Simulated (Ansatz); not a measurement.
# W2NO2 monolayer: a soft mode frozen in

Aim: this structure of W2NO2 monolayer is to be tested for unstable modes, and one is followed downhill.

Calculated with Ansatz 0.2.0; DFT LDA, scalar-relativistic, plane waves, PAW; PAW set soft_1.

Report form: the programs' logs are mostly left out.

## Step 1: Set-up

The cell holds 5 atoms: 1 N, 2 W and 2 O. Cell: a = 3.137 Å, b = 3.137 Å, c = 32.600 Å, α = 90.0°, β = 90.0°, γ = 120.0°. Vacuum lies along c.

## Step 2: The dispersion

The cell comes from relaxations at this level that are not shown. Stability and thermal properties need the whole zone. Linear response on a 4×4×1 q mesh gives force constants as far as a supercell of that size would.

The input, input.yaml:

```yaml
crystal:
  lattice:
    - [3.1366917155, 0.0, 0.0]
    - [-1.5683458578, 2.7164547095, 0.0]
    - [0.0, 0.0, 32.6]
  atoms:
    - { symbol: "N", position: [0.0, 0.0, 0.3067484663] }
    - { symbol: W, position: [0.3333333333, 0.6666666667, 0.3382232602] }
    - { symbol: W, position: [0.6666666667, 0.3333333333, 0.2752736724] }
    - { symbol: O, position: [0.6666666667, 0.3333333333, 0.3694467436] }
    - { symbol: O, position: [0.3333333333, 0.6666666667, 0.244050189] }
  periodic: [true, true, false]
kpoints:
  mp_grid: { grid: [20, 20, 1] }
hamiltonian:
  xc: lda
  pseudopotentials: { kind: paw, azcp: { folder: soft_1 }, xc_functional: pbe }
scf:
  occupations: { method: methfessel_paxton, width: 0.2 }
output:
  eigenvalues: true
phonons:
  method: dfpt
  qmesh: [4, 4, 1]
  temperatures: { t_max: 1000, t_step: 50 }
  qpath:
    path:
      - [0.0, 0.0, 0.0]
      - [0.5, 0.0, 0.0]
      - [0.33333333, 0.33333333, 0.0]
      - [0.0, 0.0, 0.0]
    npoints: 10
```

Launch:

```bash
$ ansatz run input.yaml --threads 4 --pin off --max-ram 16384MiB --backend cpu --events-out ev --progress --plain --runs-dir out
```

Elapsed: 35 min, on 4 threads of Arm Neoverse V1, shared host; peak memory 5.5 GiB; 2.3 h of CPU time.

This step gave:

| Property | Result |
| --- | --- |
| gap on the k-mesh | 0 eV |
| sum-rule residual before enforcement | 5.06e-5 eV/Å² |
| lowest frequency on the path | -162.6 cm⁻¹ |
| point group | -3m |
| highest frequency on the path or at a solved wavevector | 747.4 cm⁻¹ |
| area per atom | 1.704 Å² |
| highest optical mode at the zone centre (no LO-TO term) | 716.4 cm⁻¹ |
| lowest optical zone-centre mode | 118.5 cm⁻¹ |
| lowest mode on the q mesh (acoustic modes at Γ apart) | -144.1 cm⁻¹ |

Frequencies (cm⁻¹) solved at each irreducible wavevector; negative means imaginary. Frequencies by wavevector, by row:

| q in reciprocal lattice units | star | mode 1 | mode 2 | mode 3 | mode 4 | mode 13 | mode 14 | mode 15 |
| --- | --- | --- | --- | --- | --- | --- | --- | --- |
| 0 0 0 | 1 | 0 | 0 | 0 | 118.5 | 552.5 | 716.4 | 716.4 |
| 0 0.25 0 | 6 | -139.1 | -86.4 | 60.3 | 125.4 | 536 | 717.8 | 727.1 |
| 0 -0.5 0 | 3 | -134.6 | -44 | 136.6 | 144.1 | 515.9 | 691.7 | 724.5 |
| 0.25 0.25 0 | 6 | -144.1 | 22.5 | 118.6 | 131.9 | 525.5 | 719 | 744.2 |

Interpolated from a 4×4×1 q mesh. Phonon branches along the path, in cm⁻¹:

| point | branch 1 | branch 2 | branch 3 | branch 4 | branch 12 | branch 13 | branch 14 | branch 15 |
| --- | --- | --- | --- | --- | --- | --- | --- | --- |
| Γ | 0 | 0 | 0 | 118 | 542 | 552 | 716 | 716 |
| halfway | -139 | -86 | 60 | 125 | 504 | 536 | 718 | 727 |
| M | -135 | -44 | 137 | 144 | 494 | 516 | 692 | 724 |
| halfway | -113 | -67 | 133 | 142 | 480 | 520 | 712 | 741 |
| K | -51 | 43 | 43 | 144 | 474 | 528 | 743 | 743 |
| halfway | -163 | 15 | 85 | 98 | 488 | 534 | 722 | 727 |
| Γ | 0 | 0 | 0 | 118 | 542 | 552 | 716 | 716 |

Symmetry leaves 4 wavevectors to solve. The lowest mode among them, the acoustic zeros apart, lies at q = (0.25, 0.25, 0) and is imaginary, 144.1i cm⁻¹, so the energy falls along it. Between them the interpolated path dips to 163i cm⁻¹.

## Step 3: The mode frozen in, largest atomic shift 0 Å

The mode followed lies at q = (0, -0.5, 0) with frequency 134.6i cm⁻¹, one of the unstable modes though not the softest. At small amplitude the distorted cell has space group no. 11 by a symmetry search on the positions. The undistorted cell that holds it gives the zero of energy on the same k mesh.

System of this step: W2NO2 monolayer. The cell holds 10 atoms: 2 N, 4 W and 4 O. Cell: a = 3.137 Å, b = 5.433 Å, c = 32.600 Å, α = 90.0°, β = 90.0°, γ = 90.0°. It derives from W2NO2. Vacuum lies along c.

The input, input.yaml:

```yaml
crystal:
  lattice:
    - [3.1366917155, 0.0, 0.0]
    - [0.0, 5.4329094189, 0.0]
    - [0.0, 0.0, 32.6]
  atoms:
    - { symbol: "N", position: [0.5, 0.5, 0.3067484663] }
    - { symbol: "N", position: [0.0, 0.0, 0.3067484663] }
    - { symbol: W, position: [0.0, 0.3333333333, 0.3382232602] }
    - { symbol: W, position: [0.5, 0.8333333333, 0.3382232602] }
    - { symbol: W, position: [0.5, 0.1666666667, 0.2752736724] }
    - { symbol: W, position: [1.0, 0.6666666667, 0.2752736724] }
    - { symbol: O, position: [0.5, 0.1666666667, 0.3694467436] }
    - { symbol: O, position: [1.0, 0.6666666667, 0.3694467436] }
    - { symbol: O, position: [0.0, 0.3333333333, 0.244050189] }
    - { symbol: O, position: [0.5, 0.8333333333, 0.244050189] }
  periodic: [true, true, false]
kpoints:
  mp_grid: { grid: [12, 8, 1] }
hamiltonian:
  xc: lda
  pseudopotentials: { kind: paw, azcp: { folder: soft_1 }, xc_functional: pbe }
scf:
  occupations: { method: methfessel_paxton, width: 0.2 }
output:
  forces: true
  stress: true
  eigenvalues: true
```

The job ended after 25 s (4 threads; peak memory 1.4 GiB).

This step gave:

- energy from the undistorted cell: 0 meV/atom

## Step 4: The mode frozen in, largest atomic shift 0.22 Å

The atoms are moved along the unstable eigenvector, the largest shift by 0.22 Å, with the cell fixed.

input.yaml, the sections that differ from step 3:

```yaml
crystal:
  lattice:
    - [3.1366917155, 0.0, 0.0]
    - [0.0, 5.4329094189, 0.0]
    - [0.0, 0.0, 32.6]
  atoms:
    - { symbol: "N", position: [0.5, 0.5083391538, 0.3133522826] }
    - { symbol: "N", position: [0.0, -0.0083391538, 0.3001446499] }
    - { symbol: W, position: [0.0, 0.3156589017, 0.3385516608] }
    - { symbol: W, position: [0.5, 0.851007765, 0.3378948596] }
    - { symbol: W, position: [0.5, 0.1843410983, 0.2749452717] }
    - { symbol: W, position: [1.0, 0.648992235, 0.275602073] }
    - { symbol: O, position: [0.5, 0.1656166545, 0.3728033571] }
    - { symbol: O, position: [1.0, 0.6677166788, 0.3660901301] }
    - { symbol: O, position: [0.0, 0.3343833455, 0.2406935755] }
    - { symbol: O, position: [0.5, 0.8322833212, 0.2474068025] }
  periodic: [true, true, false]
# kpoints, hamiltonian, scf, output: as in step 3
```

The job ended after 26 s (4 threads; peak memory 1.4 GiB; 1.7 min of CPU time).

Numbers from this step:

* energy from the undistorted cell: -12.23 meV/atom

The energy, extrapolated to zero smearing, is -12.23 meV/atom against the undistorted cell.

## Step 5: Energy along the mode, all amplitudes (two of the runs are shown above)

An imaginary frequency means negative curvature, so the energy should fall and then rise again as anharmonic terms take over.

Numbers from this step:

```
depth at the lowest point sampled  : 12.23 meV/atom
largest atomic shift at that point : 0.22 Å
```

Energy from the parent against largest atomic shift:

| largest atomic shift (Å) | energy from the parent (meV/atom) |
| --- | --- |
| 0.000 | 0 |
| 0.040 | -0.986 |
| 0.080 | -3.65 |
| 0.140 | -9.04 |
| 0.220 | -12.2 |
| 0.320 | 10.1 |

Displacement at unit largest shift by atom:

| atom | x (Å) | y (Å) | z (Å) | size |
| --- | --- | --- | --- | --- |
| N1 | 0.00 | 0.21 | 0.98 | 1.00 |
| N2 | 0.00 | -0.21 | -0.98 | 1.00 |
| W3 | 0.00 | -0.44 | 0.05 | 0.44 |
| W4 | 0.00 | 0.44 | -0.05 | 0.44 |
| W5 | 0.00 | 0.44 | -0.05 | 0.44 |
| W6 | 0.00 | -0.44 | 0.05 | 0.44 |
| O7 | 0.00 | -0.03 | 0.50 | 0.50 |
| O8 | 0.00 | 0.03 | -0.50 | 0.50 |
| O9 | 0.00 | 0.03 | -0.50 | 0.50 |
| O10 | 0.00 | -0.03 | 0.50 | 0.50 |

The lowest of the steps tried is at 0.22 Å, 12.2 meV/atom below the parent; the bottom of the well need not coincide with a step.

## Step 6: Relaxing from the distorted cell

Starting from the lowest point found, all atoms and the cell are let go, so that strain and other modes of the same symmetry can join in.

input.yaml, as its differences from that of step 4:

```diff
@@ -28 +28,10 @@
   eigenvalues: true
+  write_density: true
+  write_potential: true
+  elf: true
+  volumetric_format: npy
+relax:
+  adjacent_minimum: "off"
+  f_tol: 0.002
+  max_steps: 120
+  cell: { stress_2d_tol: 0.005 }
```

Run time: 13 min. Hardware: 4 threads; peak memory 1.5 GiB.

Relaxation path (22 of 28):

| step | energy less that of the first step (eV) | largest force component (eV/Å) | volume (Å³) |
| --- | --- | --- | --- |
| 1 | 0.0000 | 0.7664 | 555.55 |
| 2 | -0.2014 | 1.0301 | 533.11 |
| 4 | -0.3574 | 2.2062 | 502.40 |
| 5 | -0.5138 | 0.6969 | 518.83 |
| 6 | -0.6411 | 0.8427 | 509.45 |
| 7 | -0.7175 | 1.6662 | 495.76 |
| 9 | -1.0515 | 0.4250 | 479.37 |
| 10 | -1.1351 | 0.5683 | 477.21 |
| 11 | -1.1872 | 0.6118 | 474.13 |
| 13 | -1.2434 | 0.3713 | 468.73 |
| 14 | -1.2477 | 0.2049 | 472.97 |
| 15 | -1.2559 | 0.0324 | 471.87 |
| 16 | -1.2563 | 0.0160 | 471.66 |
| 18 | -1.2563 | 0.0011 | 471.72 |
| 19* | -1.2296 | 0.0024 | 471.72 |
| 20 | -1.2304 | 0.0159 | 470.88 |
| 22 | -1.2305 | 0.0060 | 470.96 |
| 23 | -1.2305 | 0.0028 | 470.95 |
| 24 | -1.2305 | 0.0018 | 470.94 |
| 25 | -1.2305 | 0.0016 | 470.93 |
| 27 | -1.2299 | 0.0007 | 470.92 |
| 28* | -1.2299 | 0.0007 | 470.92 |

Relaxation steps marked * repeat the geometry before them on a plane-wave basis chosen anew for their cell, so energy and pressure can jump there. Other such steps can lie between the rows shown. Relaxation step 4 was tried and not accepted.

Forces are held to the 4 operations that the run works with; a distortion that breaks them can't arise in this run.

| cell as run | before | after | change |
| --- | --- | --- | --- |
| a (Å) | 3.137 | 2.885 | -8.0 % |
| b (Å) | 5.433 | 5.007 | -7.8 % |

The atoms that moved most (Å, along periodic axes as changes of fractional coordinates times the final cell, across vacuum about the mean position):

| atom | dx | dy | dz | length |
| --- | --- | --- | --- | --- |
| O7 | 0.000 | -0.018 | 0.574 | 0.574 |
| O9 | 0.000 | 0.018 | -0.574 | 0.574 |
| W5 | 0.000 | 0.168 | -0.420 | 0.453 |
| W3 | 0.000 | -0.168 | 0.420 | 0.453 |
| O8 | 0.000 | -0.048 | 0.336 | 0.339 |
| O10 | 0.000 | 0.048 | -0.336 | 0.339 |
| W6 | 0.000 | -0.073 | -0.237 | 0.248 |
| W4 | 0.000 | 0.073 | 0.237 | 0.248 |

Final coordinates:

```cif
data_structure
_symmetry_space_group_name_H-M 'P 1'
_symmetry_Int_Tables_number 1
_cell_length_a 2.8848
_cell_length_b 5.0075
_cell_length_c 32.6000
_cell_angle_alpha 90.000
_cell_angle_beta 90.000
_cell_angle_gamma 90.000
_cell_volume 470.92
loop_
_atom_site_label
_atom_site_type_symbol
_atom_site_fract_x
_atom_site_fract_y
_atom_site_fract_z
_atom_site_occupancy
N1 N 0.50000 0.49101 0.31174 1
N2 N 0.00000 0.00899 0.30176 1
W3 W 0.00000 0.28211 0.35144 1
W4 W 0.50000 0.86557 0.34518 1
W5 W 0.50000 0.21789 0.26205 1
W6 W 0.00000 0.63443 0.26832 1
O7 O 0.50000 0.16201 0.39040 1
O8 O 0.00000 0.65823 0.37639 1
O9 O 0.00000 0.33799 0.22310 1
O10 O 0.50000 0.84177 0.23710 1
```

This step gave:

| Item | Value |
| --- | --- |
| area per atom | 1.445 Å² |

ELF in the bc plane at fractional x = 0.000, with atoms of N and W and O within 0.2 Å of it. It is the smooth field of the valence electrons, not physical close to the nuclei.

Values, 24 rows by 14 columns, each cell a mean:
```
0.00 0.00 0.00 0.00 0.00 0.00 0.00 0.00 0.00 0.00 0.00 0.00 0.00 0.00
0.00 0.00 0.00 0.00 0.00 0.00 0.00 0.00 0.00 0.00 0.00 0.00 0.00 0.00
0.00 0.00 0.00 0.00 0.00 0.00 0.00 0.00 0.00 0.00 0.00 0.00 0.00 0.00
0.00 0.00 0.00 0.00 0.00 0.00 0.00 0.00 0.00 0.00 0.00 0.00 0.00 0.00
0.00 0.00 0.00 0.00 0.00 0.00 0.00 0.00 0.00 0.00 0.00 0.00 0.00 0.00
0.00 0.00 0.00 0.00 0.00 0.00 0.00 0.00 0.00 0.00 0.00 0.00 0.00 0.00
0.00 0.00 0.00 0.00 0.00 0.00 0.00 0.00 0.00 0.00 0.00 0.00 0.00 0.00
0.00 0.00 0.00 0.00 0.00 0.00 0.00 0.00 0.00 0.00 0.00 0.00 0.00 0.00
0.00 0.00 0.00 0.00 0.00 0.00 0.00 0.00 0.00 0.00 0.00 0.00 0.00 0.00
0.00 0.00 0.00 0.00 0.00 0.00 0.00 0.00 0.00 0.00 0.00 0.00 0.00 0.00
0.00 0.00 0.00 0.00 0.00 0.00 0.00 0.00 0.00 0.00 0.00 0.00 0.00 0.00
0.00 0.00 0.00 0.00 0.00 0.00 0.00 0.00 0.00 0.00 0.00 0.00 0.00 0.00
0.00 0.00 0.00 0.00 0.00 0.00 0.00 0.00 0.00 0.00 0.00 0.00 0.00 0.00
0.00 0.00 0.00 0.01 0.00 0.00 0.01 0.04 0.11 0.15 0.12 0.05 0.01 0.00
0.06 0.06 0.10 0.18 0.19 0.11 0.21 0.64 0.73 0.68 0.73 0.59 0.20 0.05
0.37 0.27 0.50 0.55 0.48 0.60 0.35 0.32 0.47 0.47 0.47 0.37 0.27 0.36
0.44 0.64 0.56 0.33 0.24 0.19 0.14 0.16 0.23 0.23 0.18 0.34 0.65 0.61
0.42 0.42 0.34 0.28 0.34 0.34 0.27 0.53 0.54 0.49 0.59 0.35 0.25 0.37
0.03 0.15 0.52 0.73 0.66 0.65 0.74 0.50 0.27 0.20 0.13 0.07 0.05 0.03
0.00 0.05 0.22 0.42 0.53 0.54 0.45 0.24 0.05 0.01 0.00 0.00 0.00 0.00
0.00 0.00 0.00 0.01 0.02 0.02 0.01 0.00 0.00 0.00 0.00 0.00 0.00 0.00
0.00 0.00 0.00 0.00 0.00 0.00 0.00 0.00 0.00 0.00 0.00 0.00 0.00 0.00
0.00 0.00 0.00 0.00 0.00 0.00 0.00 0.00 0.00 0.00 0.00 0.00 0.00 0.00
0.00 0.00 0.00 0.00 0.00 0.00 0.00 0.00 0.00 0.00 0.00 0.00 0.00 0.00
```
Columns run along b (5.0 Å), rows up along c (32.6 Å). Atoms in or near the plane, at fractional coordinates: N at (0.01, 0.30), W at (0.28, 0.35), W at (0.63, 0.27), O at (0.66, 0.38), O at (0.34, 0.22).

Electrostatic potential energy in the bc plane at fractional x = 0.000, with atoms of N and W and O within 0.2 Å of it. With pseudopotentials it is smooth inside the atoms' cores, unlike the true potential.

Ten even steps from '_' (-46 eV) to '@' (0 eV), each cell a mean:
```
@@@@@@@@@@@@@@@@@@@@@@@@@@@@
@@@@@@@@@@@@@@@@@@@@@@@@@@@@
@@@@@@@@@@@@@@@@@@@@@@@@@@@@
@@@@@@@@@@@@@@@@@@@@@@@@@@@@
@@@@@@@@@@@@@@@@@@@@@@@@@@@@
@@@@@@@@@@@@@@@@@@@@@@@@@@@@
@@@@@@@@@@@@@@@@@@@@@@@@@@@@
@@@@@@@@@@@@@@@@@@@@@@@@@@@@
@@@@@@@@@@@@@@@@@@@@@@@@@@@@
@@@@@@@@@@@@@@@@@@@@@@@@@@@@
@@@@@@@@@@@@@@@@@@@@@@@@@@@@
@@@@@@@@@@@@@@@@@@@@@@@@@@@@
@@@@@@@@@@@@@@@@@@@@@@@@@@@@
@@@@@@@@@@@@@@@@@@@@@@@@@@@@
@@%%%%######%%%%++==++%%@@@@
##++..______--****++**####%%
..::******######****####**::
############++________--####
@@@@%%==....==########%%@@@@
@@@@@@@@@@@@@@@@@@@@@@@@@@@@
@@@@@@@@@@@@@@@@@@@@@@@@@@@@
@@@@@@@@@@@@@@@@@@@@@@@@@@@@
@@@@@@@@@@@@@@@@@@@@@@@@@@@@
@@@@@@@@@@@@@@@@@@@@@@@@@@@@
```
Columns run along b (5.0 Å; values clipped at the 3rd and 97th percentile), rows up along c (32.6 Å). Atoms in or near the plane, at fractional coordinates: N at (0.01, 0.30), W at (0.28, 0.35), W at (0.63, 0.27), O at (0.66, 0.38), O at (0.34, 0.22).

Valence density in the bc plane at fractional x = 0.000, with atoms of N and W and O within 0.2 Å of it. It is the smooth field of the valence electrons, not physical close to the nuclei.

Ten steps, logarithmic in the rise over the least value, from '0' (0.0 e/Å³) to '9' (5.0 e/Å³), each cell a mean:
```
00000000000000
00000000000000
00000000000000
00000000000000
00000000000000
00000000000000
00000000000000
00000000000000
00000000000000
00000000000000
00000000000000
00000000000000
00000000000000
00000000000000
22344435898521
45899965777544
87655444554468
55444568999645
12479975443221
00123321000000
00000000000000
00000000000000
00000000000000
00000000000000
```
Columns run along b (5.0 Å), rows up along c (32.6 Å). Atoms in or near the plane, at fractional coordinates: N at (0.01, 0.30), W at (0.28, 0.35), W at (0.63, 0.27), O at (0.66, 0.38), O at (0.34, 0.22).

The distorted start has space group P2_1/m; the relaxation ends in P2_1/m.

## Step 7: Outcome

* unstable mode of the parent: q = (0, -0.5, 0), 135i cm⁻¹
* depth at the lowest point sampled: 12.2 meV/atom
* largest atomic shift at that point: 0.22 Å
* space group reached (within 0.01 Å): P2_1/m
* energy gained over the parent (first relaxation, on the mesh of the frozen mode): 135 meV/atom
* area per atom, phase reached: 1.45 Å²

From this start the structure relaxes into P2_1/m, 135 meV/atom below the parent. At the parent's cell the well is 12.23 meV/atom deep on the steps tried, with its lowest point at a shift of 0.22 Å. Relaxing atoms and cell changes the gain by +123.20 meV/atom against the lowest step (energies at zero smearing). Most of the total comes from this relaxation. The frozen pattern makes up only 20 % of the final shifts of the atoms, so other modes or strain give most of the change. The modes of the phase reached were not computed on this path. Of the 2 patterns followed to their end from this parent, this one reaches the lowest energy. Each path keeps the symmetry of its pattern, so a lower phase may lie along a pattern not tried. With no gap, or one that is small against the smearing, the frequencies hang on the k mesh and the smearing, most of all near Kohn anomalies. The phonon runs are without spin polarisation, although the cell has an odd electron count. In a sheet or slab the interpolated bending branch near Γ is rough, since the rotational sum rule isn't imposed. Spin-orbit coupling is left out, which can matter for the heavy elements here. The PAW files were made for PBE and serve the other functionals too. A phonon run warned that its eigensolver left some bands unconverged in a pass. The starting cell was built on a prototype and not taken from a measurement.

[Logs are printed without paths, hosts, clocks, repeated set-up lines and the standing remarks that a program may print on its own settings, such as how far it seeks lower states.]

[Hosts, paths, dates, database ids (printed as entryN), source tags and the programs' standing remarks are cut or masked in the printed files.]
